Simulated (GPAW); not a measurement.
Sr2Ti2O5 (Cmmm), Ti K edge of atom 3, with 1 O at 1.95 Å and 4 O at 1.98 Å (square pyramidal, site symmetry 2mm). Method: GPAW, LDA, excited-electron core hole (neutral cell), 18-atom cell with 6.8 Å between holes, 3×3×3 k points, dipole transitions, Gaussian full width 0.94 eV up to 4 eV, rising linearly to 3.5 eV at 25 eV.

```xyz
9
Lattice="3.9077 -3.9753 0.0000 3.9077 3.9753 0.0000 0.0000 0.0000 3.9400" Properties=species:S:1:pos:R:3 pbc="T T T"
Sr    3.9077    2.0155    0.0000
Sr    3.9077   -2.0155    0.0000
Ti    1.9507    0.0000    1.9700
Ti    5.8647    0.0000    1.9700
O     0.0000    0.0000    1.9700
O     2.1477    0.0000    0.0000
O     5.6677    0.0000    0.0000
O     1.9539   -1.9877    1.9700
O     1.9539    1.9877    1.9700
```

Energy from the lowest empty level; a common scale on which the isotropic spectrum has a mean of 1 over the first 20 eV.

```csv
E (eV),curve 1,curve 2,curve 3
-2.0,0.00,0.00,0.00
-1.4,0.00,0.00,0.00
-0.8,0.01,0.00,0.00
-0.2,0.16,0.01,0.01
0.4,0.36,0.03,0.02
1.0,0.35,0.05,0.04
1.6,0.54,0.07,0.08
2.2,0.57,0.11,0.10
2.8,0.53,0.14,0.15
3.4,0.56,0.23,0.26
4.0,0.47,0.51,0.47
4.6,0.36,0.57,0.52
5.2,0.26,0.31,0.33
5.8,0.23,0.14,0.14
6.4,0.29,0.09,0.09
7.0,0.37,0.07,0.08
7.6,0.47,0.08,0.09
8.2,0.66,0.11,0.12
8.8,0.94,0.17,0.18
9.4,1.32,0.27,0.28
10.0,1.80,0.39,0.40
10.6,2.13,0.51,0.51
11.2,2.02,0.73,0.73
11.8,1.78,1.15,1.16
12.4,1.81,1.66,1.71
13.0,1.95,2.16,2.19
13.6,1.87,2.55,2.42
14.2,1.56,2.66,2.33
14.8,1.24,2.40,2.08
15.4,1.11,2.01,1.89
16.0,1.15,1.81,1.86
16.6,1.24,1.83,1.93
17.2,1.28,1.89,2.00
17.8,1.31,1.90,2.05
18.4,1.36,1.87,2.05
19.0,1.43,1.84,1.97
19.6,1.50,1.83,1.83
20.2,1.58,1.83,1.69
20.8,1.66,1.83,1.64
21.4,1.74,1.85,1.69
22.0,1.79,1.88,1.79
22.6,1.79,1.92,1.87
23.2,1.73,1.90,1.87
23.8,1.65,1.80,1.78
24.4,1.56,1.66,1.64
25.0,1.48,1.52,1.52
25.6,1.43,1.45,1.46
26.2,1.41,1.44,1.47
26.8,1.42,1.48,1.54
27.4,1.45,1.54,1.62
28.0,1.48,1.59,1.69
28.6,1.50,1.61,1.72
29.2,1.47,1.60,1.69
29.8,1.39,1.53,1.61
30.4,1.26,1.45,1.51
31.0,1.11,1.37,1.41
31.6,0.99,1.32,1.34
```

Question: The curves are for the electric vector along different Cartesian axes of the cell as given, averaged over the symmetry-equivalent atoms. Which is which?

Curve 1: along x, main maxima 1.9 eV (0.62), 3.2 eV (0.57), 10.7 eV (2.14), 13.1 eV (1.95) and 22.2 eV (1.80). Curve 2: along y, main maxima 4.4 eV (0.60), 14.1 eV (2.66), 17.6 eV (1.90) and 22.7 eV (1.92). Curve 3: along z, main maxima 4.5 eV (0.52), 13.7 eV (2.42), 18.1 eV (2.06) and 22.9 eV (1.88). A K edge sees empty p states. The weak features of the first eV are p character mixed into the empty d bands; the main 4p edge lies above them. Each direction probes the empty orbitals that point along it. The unit cell's mesh shows no gap over 0.35 eV. That is right for a metallic compound; for a small-gap or correlated insulator it would be the fault of the functional or of the assumed magnetic order, and the hole would be screened too well. Quadrupole 1s→3d transitions, which feed the pre-edge, are not in the dipole spectrum.

[Banner, clock and machine lines of the logs are left out without a mark of their own.]

[Logs are printed without paths, hosts, clocks, repeated set-up lines and the standing remarks that a program may print on its own settings, such as how far it seeks lower states.]

[Hosts, paths, dates, database ids (printed as entryN), source tags and the programs' standing remarks are cut or masked in the printed files.]

[Lists of maxima count a maximum above −3 eV only where it reaches 4 % of the highest in the window and stands out from its surroundings by 2 % of it (1.5 % where it reaches 55 %); shoulders and weaker maxima are passed over, and of the rest the first, up to two pre-edge ones and the few strongest are named.]
